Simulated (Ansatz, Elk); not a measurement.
**BaIr2N2: X-ray structure factors from the self-consistent density**

Structure refinements treat a crystal as free atoms side by side. For a made-up structure of BaIr2N2 (cell and positions from a r2SCAN relaxation) the runs below show what the calculated density changes in F(hkl).

Method: DFT, PBE, all-electron APW+lo, Dirac cores, scalar-relativistic bands, static density, no spin, in Elk 11.2.3 (patched build).

The structure was built from a prototype and need not be the compound's stable phase.

## Step 1: The starting structure

It takes space group I4/mmm (No. 139, tetragonal). Conventional cell: a = 4.003 Å, b = 4.003 Å, c = 10.681 Å, α = 90.00°, β = 90.00°, γ = 90.00°. Ir has 4 N at 2.10 Å nearest. Ba has 10 N at 3.32 to 3.48 Å and 8 Ir at 3.34 Å nearest. N has 4 Ir at 2.10 Å and 5 Ba at 3.32 to 3.48 Å nearest. Farther neighbours and most contacts between anions are not listed.

Structure file:

```cif
data_structure
_symmetry_space_group_name_H-M 'P 1'
_symmetry_Int_Tables_number 1
_cell_length_a 6.0440
_cell_length_b 6.0440
_cell_length_c 6.0440
_cell_angle_alpha 141.324
_cell_angle_beta 141.324
_cell_angle_gamma 55.848
_cell_volume 85.56
loop_
_atom_site_label
_atom_site_type_symbol
_atom_site_fract_x
_atom_site_fract_y
_atom_site_fract_z
_atom_site_occupancy
Ir1 Ir 0.25000 0.75000 0.50000 1
Ir2 Ir 0.75000 0.25000 0.50000 1
Ba3 Ba 0.00000 0.00000 0.00000 1
N4 N 0.68906 0.68906 0.00000 1
N5 N 0.31094 0.31094 0.00000 1
```

## Step 2: Ground state and structure factors

An all-electron density is needed, since X-rays see the cores too. Task 0 finds the density and task 195 Fourier-transforms it; tshift is off so that phases refer to the origin typed.

Input file elk.in:

```
tasks
  0
  195

xctype
  20

spinpol
  .false.

rgkmax
  7.0

gmaxvr
  14.0

lmaxo
  7

lmaxapw
  8

swidth
  0.002

tshift
  .false.

ramdisk
  .false.

hmaxvr
  5.5

maxscl
  120

epspot
  1e-06

sppath
  './'

avec
  -3.78208593830 3.78208593830 10.09166702826
  3.78208593830 -3.78208593830 10.09166702826
  3.78208593830 3.78208593830 -10.09166702826

atoms
  3
  'Ir.in'
  2
  0.2500000000 0.7500000000 0.5000000000   0.000000 0.000000 0.000000
  0.7500000000 0.2500000000 0.5000000000   0.000000 0.000000 0.000000
  'Ba.in'
  1
  0.0000000000 0.0000000000 -0.0000000000   0.000000 0.000000 0.000000
  'N.in'
  2
  0.6890611469 0.6890611469 -0.0000000000   0.000000 0.000000 0.000000
  0.3109388531 0.3109388531 0.0000000000   0.000000 0.000000 0.000000

ngridk
  8 8 8
```

The run is started by

```bash
$ OMP_NUM_THREADS=4 elk
```

Numbers of over 12 decimals in the logs are rounded to 6 here.

The log of the run:

```text
┌─────────────────────────┐
│ Elk code version 11.2.3 │
└─────────────────────────┘

All units are atomic (Hartree, Bohr, etc.)

┌─────────────────────────────────────────────────┐
│ Ground-state run starting from atomic densities │
└─────────────────────────────────────────────────┘

Lattice vectors :
  -3.782085938       3.782085938       10.09166703
   3.782085938      -3.782085938       10.09166703
   3.782085938       3.782085938      -10.09166703

Reciprocal lattice vectors :
  0.2955348639E-16  0.8306507850      0.3113056193
  0.8306507850      0.2955348639E-16  0.3113056193
  0.8306507850      0.8306507850      0.4059865771E-18

Unit cell volume      :    577.4118463
Brillouin zone volume :   0.4295897548

Muffin-tin inner radius fraction :   0.1000000000E-01

Nuclei treated as point charges

Species : 1 (Ir)
 parameters loaded from : Ir.in
 name : iridium
 nuclear charge    :   -77.00000000
 electronic charge :    77.00000000
 atomic mass :    350390.1562
 muffin-tin radius :    2.390379979
 number of radial points in muffin-tin :   1393
 inner part over the whole radius :   0.9947025985E-02
 number on inner part of muffin-tin    :    996
 approximate nuclear radius :   0.1024342351E-03
 number of mesh points to nuclear radius :    527
 atomic positions (lattice), magnetic fields (Cartesian) :
  1 :   0.25000000 -0.25000000  0.50000000    0.00000000  0.00000000  0.00000000
  2 :  -0.25000000  0.25000000  0.50000000    0.00000000  0.00000000  0.00000000

Species : 2 (Ba)
 parameters loaded from : Ba.in
 name : barium
 nuclear charge    :   -56.00000000
 electronic charge :    56.00000000
 atomic mass :    250331.8071
 muffin-tin radius :    2.800000000
 number of radial points in muffin-tin :   1393
 inner part over the whole radius :   0.9950032293E-02
 number on inner part of muffin-tin    :    996
 approximate nuclear radius :   0.9171481901E-04
 number of mesh points to nuclear radius :    504
 atomic positions (lattice), magnetic fields (Cartesian) :
  1 :   0.00000000  0.00000000  0.00000000    0.00000000  0.00000000  0.00000000

Species : 3 (N)
 parameters loaded from : N.in
 name : nitrogen
 nuclear charge    :   -7.000000000
 electronic charge :    7.000000000
 atomic mass :    25532.65216
 muffin-tin radius :    1.536672843
 number of radial points in muffin-tin :    593
 inner part over the whole radius :   0.9925488646E-02
 number on inner part of muffin-tin    :    405
 approximate nuclear radius :   0.4939692610E-04
 number of mesh points to nuclear radius :    171
 atomic positions (lattice), magnetic fields (Cartesian) :
  1 :  -0.31093885 -0.31093885  0.00000000    0.00000000  0.00000000  0.00000000
  2 :   0.31093885  0.31093885  0.00000000    0.00000000  0.00000000  0.00000000

Total number of atoms per unit cell :    5
Total muffin-tin volume :    236.7761794
 ratio of muffin-tin to unit cell volume :   0.4100646374

Spin treatment :
 spin-unpolarised

Number of Bravais lattice symmetries :   16
Number of crystal symmetries         :   16
Crystal has inversion symmetry
Real symmetric eigensolver will be used

k-point grid :      8     8     8
k-point offset :    0.000000000       0.000000000       0.000000000
k-point set is reduced with full crystal symmetry group
Total number of k-points :       59

Muffin-tin radius times maximum |G+k| :    7.000000000
 using average radius
Maximum |G+k| for APW functions       :    3.285118542
Maximum (1/2)|G+k|²                   :    5.396001917
Maximum |G| for potential and density :    14.00000000
Constant for pseudocharge density :   10
 order of it for each species :   17  17  17
 order of it for pair densities of each species (exact exchange by exxq0 0: 18) :   12  16   4
Radial integration step length :    1

G-vector grid sizes :     54    54    54
Number of G-vectors :    26761

Maximum angular momentum used for
 APW functions            :    8
 outer part of muffin-tin :    7
 inner part of muffin-tin :    2

Total nuclear charge    :   -224.0000000
[...]
correlation                 :     -12.993473132478
 electron entropic           :    -0.61143003332853E-03
 total energy                :     -43968.336090860

Density of states at Fermi energy :    44.26157934
 (states/Hartree/unit cell)

Estimated indirect band gap :   0.2359813970E-02
 from k-point 31 to k-point 41
Estimated direct band gap   :   0.1508649860E-01
 at k-point 2

Charges :
 core                        :    136.0000000
 valence                     :    88.00000000
 interstitial                :    8.685349164
 muffin-tins (core leakage)
  species : 1 (Ir)
   atom 1                    :    74.79755878     (  0.2064988894E-02)
[...]
species : 2 (Ba)
[...]
species : 3 (N)
[...]
total in muffin-tins        :    215.3146508
 total calculated charge     :    223.9972258
 total charge                :    224.0000000
 error                       :   0.2774211172E-02

RMS change in Kohn-Sham potential (target) :    1.181026081     (  0.1000000000E-05)
Absolute change in total energy (target)   :    1.518488495     (  0.1000000000E-03)

[... loops 3 to 16 left out ...]

┌──────────────────┐
│ Loop number : 17 │
└──────────────────┘

Energies :
 Fermi                       :     0.376810
 sum of occupied eigenvalues :     -26984.062645628
 electron kinetic            :      49506.091083313
 core electron kinetic       :      47688.199016940
 Coulomb                     :     -92560.643491329
 Coulomb potential           :     -75299.504599492
 nuclear-nuclear             :     -3530.8804897396
 electron-nuclear            :     -102826.81042076
 Hartree                     :      13797.047419175
 Madelung                    :     -54910.891191583
 xc potential                :     -1190.6491294486
 exchange                    :     -897.47183248168
 correlation                 :     -13.010740404121
 electron entropic           :    -0.84250174342645E-03
 total energy                :     -43965.035823404

Density of states at Fermi energy :    66.04086458
 (states/Hartree/unit cell)

Estimated indirect band gap :   0.8281388503E-03
 from k-point 59 to k-point 16
Estimated direct band gap   :   0.1055631535E-01
 at k-point 59

Charges :
 core                        :    136.0000000
 valence                     :    88.00000000
 interstitial                :    8.711930552
 muffin-tins (core leakage)
  species : 1 (Ir)
[...]
species : 2 (Ba)
[...]
species : 3 (N)
[...]
total in muffin-tins        :    215.2880694
 total calculated charge     :    223.9973076
 total charge                :    224.0000000
 error                       :   0.2692387135E-02

RMS change in Kohn-Sham potential (target) :   0.2517664952E-06 (  0.1000000000E-05)
Absolute change in total energy (target)   :   0.7440419722E-04 (  0.1000000000E-03)

Convergence targets achieved

┌──────────────────┐
│ Loop number : 18 │
└──────────────────┘

Energies :
 Fermi                       :     0.376810
 sum of occupied eigenvalues :     -26984.062625714
 electron kinetic            :      49506.091083847
 core electron kinetic       :      47688.199017601
 Coulomb                     :     -92560.643482245
 Coulomb potential           :     -75299.504600044
 nuclear-nuclear             :     -3530.8804897396
 electron-nuclear            :     -102826.81040109
 Hartree                     :      13797.047408582
 Madelung                    :     -54910.891182223
 xc potential                :     -1190.6491095176
 exchange                    :     -897.47183229922
 correlation                 :     -13.010740398723
 electron entropic           :    -0.84250190229751E-03
 total energy                :     -43965.035813598

Density of states at Fermi energy :    66.04087948
 (states/Hartree/unit cell)

Estimated indirect band gap :   0.8281470111E-03
 from k-point 59 to k-point 16
Estimated direct band gap   :   0.1055632954E-01
 at k-point 59

Charges :
 core                        :    136.0000000
 valence                     :    88.00000000
 interstitial                :    8.711930520
 muffin-tins (core leakage)
  species : 1 (Ir)
[...]
species : 2 (Ba)
   atom 1                    :    53.75281037     (  0.5060664861E-05)
  species : 3 (N)
   atom 1                    :    5.622430697     (  0.2707433223E-05)
   atom 2                    :    5.622430697     (  0.2707433223E-05)
 total in muffin-tins        :    215.2880695
 total calculated charge     :    223.9973076
 total charge                :    224.0000000
 error                       :   0.2692386983E-02

┌──────────────────────────────┐
│ Self-consistent loop stopped │
└──────────────────────────────┘

Warning : core states of species 1 leak from the muffin-tin :   0.1957106389E-02

Wrote STATE.OUT
```

The job ended after 86 s (4 threads of Arm Neoverse V1, shared host; peak memory 0.25 GiB).

SFACRHO.OUT:

```text

h k l indices transformed by vhmat matrix:
   1.000000000       0.000000000       0.000000000    
   0.000000000       1.000000000       0.000000000    
   0.000000000       0.000000000       1.000000000    

      h      k      l  multipl.   |H|            Re(F)            Im(F)           |F|

      0      0      0      1   0.0000000       224.00000     -0.24601987E-16   224.00000    
     -1     -1      1      2  0.62261124      -104.31074     -0.46075895E-13   104.31074    
      1      0      0      8  0.88706928       44.671079     -0.50082494E-15   44.671079    
     -1      1      0      4   1.1747176      -77.777583      0.18303229E-16   77.777583    
     -2     -2      2      2   1.2452225       177.27138      0.84138590E-13   177.27138    
     -2     -1      2      8   1.2498726       54.327826     -0.16276811E-13   54.327826    
      1      1      0      8   1.3295135       168.23097     -0.42069295E-13   168.23097    
      1     -1     -1      4   1.6613016       172.15404      0.15762868E-13   172.15404    
      1      3     -2      8   1.7118821      -80.050784     -0.29047847E-13   80.050784    
     -3     -2      2      8   1.7643017       33.723092     -0.12520624E-15   33.723092    
      0      2      0      8   1.7741386      -85.001461      0.26794134E-13   85.001461    
      3      3     -3      2   1.8678337      -73.299792     -0.43070945E-13   73.299792    
     -2      1      0     16   1.8832989       36.833357      -0.0000000       36.833357    
      1      3     -3      8   2.0761748       151.72591      0.41568470E-13   151.72591    
     -2     -1      3     16   2.0789671       43.611246     -0.25041247E-15   43.611246    
      3      3     -4      8   2.2065276       151.62951      0.54840331E-13   151.62951    
      3      4     -3      8   2.3320868       38.403302      -0.0000000       38.403302    
      0      0      2      4   2.3494352       149.81991     -0.26577684E-13   149.81991
```

Elk indexes on the primitive cell of elk.in and gives |H| = 4π sin θ/λ in inverse bohr. Below, one row stands for each form hkl of the conventional cell (m members, Friedel mates merged), F is for one primitive cell and the density is static (no thermal factor). Free-atom factors are Waasmaier and Kirfel's, and R is Σm||F|−|F'||/Σm|F|.

| hkl | m | sin θ/λ (Å⁻¹) | abs F, DFT | neutral atoms | diff. |
| --- | --- | --- | --- | --- | --- |
| 002 | 2 | 0.094 | 104.311 | 104.135 | +0.176 |
| 101 | 8 | 0.133 | 44.671 | 44.694 | -0.022 |
| 110 | 4 | 0.177 | 77.778 | 78.046 | -0.269 |
| 004 | 2 | 0.187 | 177.271 | 178.159 | -0.888 |
| 103 | 8 | 0.188 | 54.328 | 54.042 | +0.286 |
| 112 | 8 | 0.200 | 168.231 | 168.410 | -0.179 |
| 200 | 4 | 0.250 | 172.154 | 171.890 | +0.264 |
| 114 | 8 | 0.257 | 80.051 | 80.366 | -0.315 |
| 105 | 8 | 0.265 | 33.723 | 33.715 | +0.008 |
| 202 | 8 | 0.267 | 85.001 | 85.030 | -0.029 |
| 006 | 2 | 0.281 | 73.300 | 74.042 | -0.742 |
| 211 | 16 | 0.283 | 36.833 | 36.967 | -0.134 |
| 204 | 8 | 0.312 | 151.726 | 152.038 | -0.312 |
| 213 | 16 | 0.313 | 43.611 | 43.560 | +0.051 |

## Step 3: The highest occupied states alone

An energy window below the Fermi level keeps the highest occupied states, to see at which angles they scatter; shallow core shells can lie inside it and anion s states outside. No new self-consistency is needed.

elk.in: that of step 2 with these lines changed.

```diff
@@ -1,3 +1,2 @@
 tasks
-  0
   195
@@ -40,2 +39,5 @@
 
+wsfac
+  -0.064180 0.676810
+
 sppath
```

The run is started by

```bash
$ OMP_NUM_THREADS=4 elk
```

The log of the run:

```text
┌─────────────────────────────────┐
│ Elk code version 11.2.3 started │
└─────────────────────────────────┘

Info(readinput): the functional depends on the density's gradient
 muffin-tin radial points multiplied by    2.00000
 (not where nrmtscf is given)

┌────────────────────┐
│ Current task : 195 │
└────────────────────┘
Info(checkmt): changed muffin-tin radius of species 1 (Ir) from   2.8000 to   2.3904
Info(checkmt): changed muffin-tin radius of species 3 (N) from   1.8000 to   1.5367

Info(sfacrho): density structure factors written to SFACRHO.OUT

 Energy window :  -0.6418000000E-01  0.6768100000

┌──────────────────┐
│ Elk code stopped │
└──────────────────┘
```

Elapsed: 14 s, on 4 threads; peak memory 0.19 GiB.

States within 12 eV below the Fermi level hold 26.00 electrons; any levels below the window count with the cores. Their amplitudes can exceed the total, where window and core parts have opposite phase:

| hkl | sin θ/λ (Å⁻¹) | abs F, window | abs F, all |
| --- | --- | --- | --- |
| 002 | 0.094 | 16.411 | 104.311 |
| 101 | 0.133 | 1.861 | 44.671 |
| 110 | 0.177 | 2.685 | 77.778 |
| 004 | 0.187 | 4.816 | 177.271 |
| 103 | 0.188 | 3.737 | 54.328 |
| 112 | 0.200 | 3.076 | 168.231 |
| 200 | 0.250 | 5.911 | 172.154 |
| 114 | 0.257 | 2.614 | 80.051 |
| 105 | 0.265 | 1.867 | 33.723 |
| 202 | 0.267 | 3.860 | 85.001 |

## Step 4: Another functional

The difference from free atoms is small, so it is set against the change that LDA (Perdew-Wang) makes.

elk.in: that of step 3 with these lines changed.

```diff
@@ -1,2 +1,3 @@
 tasks
+  0
   195
@@ -4,3 +5,3 @@
 xctype
-  20
+  3
 
@@ -39,5 +40,2 @@
 
-wsfac
-  -0.064180 0.676810
-
 sppath
```

The run is started by

```bash
$ OMP_NUM_THREADS=4 elk
```

The log of the run:

```text
┌─────────────────────────┐
│ Elk code version 11.2.3 │
└─────────────────────────┘

All units are atomic (Hartree, Bohr, etc.)

┌─────────────────────────────────────────────────┐
│ Ground-state run starting from atomic densities │
└─────────────────────────────────────────────────┘

Lattice vectors :
  -3.782085938       3.782085938       10.09166703
   3.782085938      -3.782085938       10.09166703
   3.782085938       3.782085938      -10.09166703

Reciprocal lattice vectors :
  0.2955348639E-16  0.8306507850      0.3113056193
[...]
species : 1 (Ir)
[...]
species : 2 (Ba)
[...]
species : 3 (N)
   atom 1                    :    5.600818303     ( -0.1043586429E-05)
   atom 2                    :    5.600818303     ( -0.1043586429E-05)
 total in muffin-tins        :    215.2498997
 total calculated charge     :    223.9973528
 total charge                :    224.0000000
 error                       :   0.2647187027E-02

┌──────────────────────────────┐
│ Self-consistent loop stopped │
└──────────────────────────────┘

Warning : core states of species 1 leak from the muffin-tin :   0.1949747657E-02

Wrote STATE.OUT
[key lines of the parts left out:]
total energy                :     -43937.965832908
```

Elapsed: 53 s, on 4 threads; peak memory 0.19 GiB; 3.1 min of CPU time.

Against the first run R = 0.02 %; the largest change is -0.050 at 200.

## Step 5: Basis size

A smaller basis shows how fast F responds to it; the change is likely larger than the basis error of the first run, but doesn't show convergence.

elk.in: that of step 4 with these lines changed.

```diff
@@ -5,3 +5,3 @@
 xctype
-  3
+  20
 
@@ -11,3 +11,3 @@
 rgkmax
-  7.0
+  5.5
```

The run is started by

```bash
$ OMP_NUM_THREADS=4 elk
```

The log of the run:

```text
┌─────────────────────────┐
│ Elk code version 11.2.3 │
└─────────────────────────┘

All units are atomic (Hartree, Bohr, etc.)

┌─────────────────────────────────────────────────┐
│ Ground-state run starting from atomic densities │
└─────────────────────────────────────────────────┘

Lattice vectors :
  -3.782085938       3.782085938       10.09166703
   3.782085938      -3.782085938       10.09166703
   3.782085938       3.782085938      -10.09166703

Reciprocal lattice vectors :
  0.2955348639E-16  0.8306507850      0.3113056193
[...]
species : 1 (Ir)
[...]
species : 2 (Ba)
[...]
species : 3 (N)
   atom 1                    :    5.528991201     (  0.2681332276E-05)
   atom 2                    :    5.528991201     (  0.2681332276E-05)
 total in muffin-tins        :    214.9771695
 total calculated charge     :    223.9965796
 total charge                :    224.0000000
 error                       :   0.3420427435E-02

┌──────────────────────────────┐
│ Self-consistent loop stopped │
└──────────────────────────────┘

Warning : core states of species 1 leak from the muffin-tin :   0.1946626608E-02

Wrote STATE.OUT
[key lines of the parts left out:]
total energy                :     -43964.791348323
```

Run time: 68 s. Hardware: 4 threads; peak memory 0.23 GiB; 3.8 min of CPU time.

Against the first run R = 0.04 %; the largest change is -0.163 at 200.

## Step 6: Settings against the effect

| run | R against the first run (%) | R against neutral atoms, low angle (%) | wall time |
| --- | --- | --- | --- |
| PBE, rgkmax 7 | 0.00 | 0.24 | 86 s |
| LDA (Perdew-Wang) | 0.02 | 0.23 | 53 s |
| rgkmax 5.5 | 0.04 | 0.23 | 68 s |

## Step 7: What came out

* R against neutral atoms, sin θ/λ < 0.3 Å⁻¹: 0.24 %
* R against neutral atoms, 0.3 to 0.82 Å⁻¹: 0.14 %

**Reading.** Independent neutral atoms miss the calculated amplitudes by R = 0.24 % below 0.3 Å⁻¹ and 0.14 % from there to 0.82 Å⁻¹; by shells, 0.09 % below 0.15 Å⁻¹ (2 forms), 0.26 % 0.15 to 0.3 (10 forms), 0.19 % 0.3 to 0.45 (19 forms), 0.13 % above 0.45 (117 forms). Bonding, aspherical density and the tables' own atoms all enter these figures, and the runs don't part them. The largest change of an amplitude is -0.89 electrons, at 004. The window's part falls from 26.0 electrons at the origin to at most 0.88 between 0.45 and 0.82 Å⁻¹, where compact states inside the window still scatter. Below 0.3 Å⁻¹ the changes that finished (LDA (Perdew-Wang) and rgkmax 5.5) move F by R = 0.08 % at most, against the 0.24 % that separates it from free atoms. The k-mesh has no finished test. These runs have no spin, though d or f shells may be open. Spin-orbit coupling is left out, which can matter for elements this heavy. Part of the difference isn't bonding: the tables are fits to free atoms and ions calculated by other methods than this functional. Thermal motion, anomalous dispersion and extinction are left out.

[Logs are printed without paths, hosts, clocks, repeated set-up lines and the standing remarks that a program may print on its own settings, such as how far it seeks lower states.]

[Hosts, paths, dates, database ids (printed as entryN), source tags and the programs' standing remarks are cut or masked in the printed files.]
